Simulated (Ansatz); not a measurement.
Ta (Im-3m): the Drude term of Re ε in the infrared

Re ε of Ta (Im-3m) at low photon energies is read from one computed spectrum; the carriers' damping was typed as γ = 0.05 eV.

It takes space group Im-3m (No. 229, cubic). The conventional cell has a = 3.303 Å, b = 3.303 Å, c = 3.303 Å, α = 90.00°, β = 90.00°, γ = 90.00°. Ta on site a is surrounded by 8 Ta at 2.86 Å.

Method: Ansatz 0.2.0, PBE, independent particles, k-mesh 18×18×18 with interpolation inside its cells, Gaussian parameter 0.1 eV.

Launch of the response step: `ansatz run input.yaml --threads 4 --pin off --max-ram 8192MiB --backend cpu --events-out ev --progress --plain --runs-dir out`. The run took 5 s, on 4 threads of Intel(R) Xeon(R) Platinum 8488C (Sapphire Rapids), on a shared host.

```
photon energy E (eV)  wavelength (µm)     Re ε
                0.25             4.96  -1194.1
                0.30             4.13   -833.9
                0.35             3.54   -611.8
                0.40             3.10   -465.9
                0.50             2.48   -292.7
                0.60             2.07        ?
                0.70             1.77   -140.2
```

A Drude term over a constant background gives Re ε = ε_b − ωp²/(E² + γ²), linear in 1/(E² + γ²).

Working, on the rows shown:

| x = 1/(E² + γ²) (eV⁻²) | y = Re ε |
| --- | --- |
| 15.3846 | -1194.1 |
| 10.8108 | -833.9 |
| 8 | -611.8 |
| 6.15385 | -465.9 |
| 3.9604 | -292.7 |
| 2.03046 | -140.2 |

Means: x̄ = 7.7234, ȳ = -589.77. Σ(x − x̄)(y − ȳ) = -9261, Σ(x − x̄)² = 117.3. Slope = -9261 / 117.3 = -78.93; intercept = ȳ − slope · x̄ = 19.841. The line misses the rows shown by at most 0.44.

Question: Fill in the last column of the withheld row.

Answer: At x = 2.7586 the line gives y = -197.9. The run gave -197.8, so the interpolation is off by 0.098, 0.0 % of the range in the table.

Refitted with all rows, the slope is -78.93 and the intercept 19.877. These give ωp = √(−slope) = 8.88 eV, against 8.85 eV from the program's Fermi-surface sum, and an intercept of 19.9. Taking the program's Drude term off the rows leaves 10 at the lowest energy and 19 at the highest, so the background isn't constant: interband transitions lie in or near the window, and neither fitted number can be trusted. The values come from a sum over the points of one k-mesh and carry its error, which is largest for Fermi-surface quantities. Spin-orbit coupling is left out.

[Logs are printed without paths, hosts, clocks, repeated set-up lines and the standing remarks that a program may print on its own settings, such as how far it seeks lower states.]
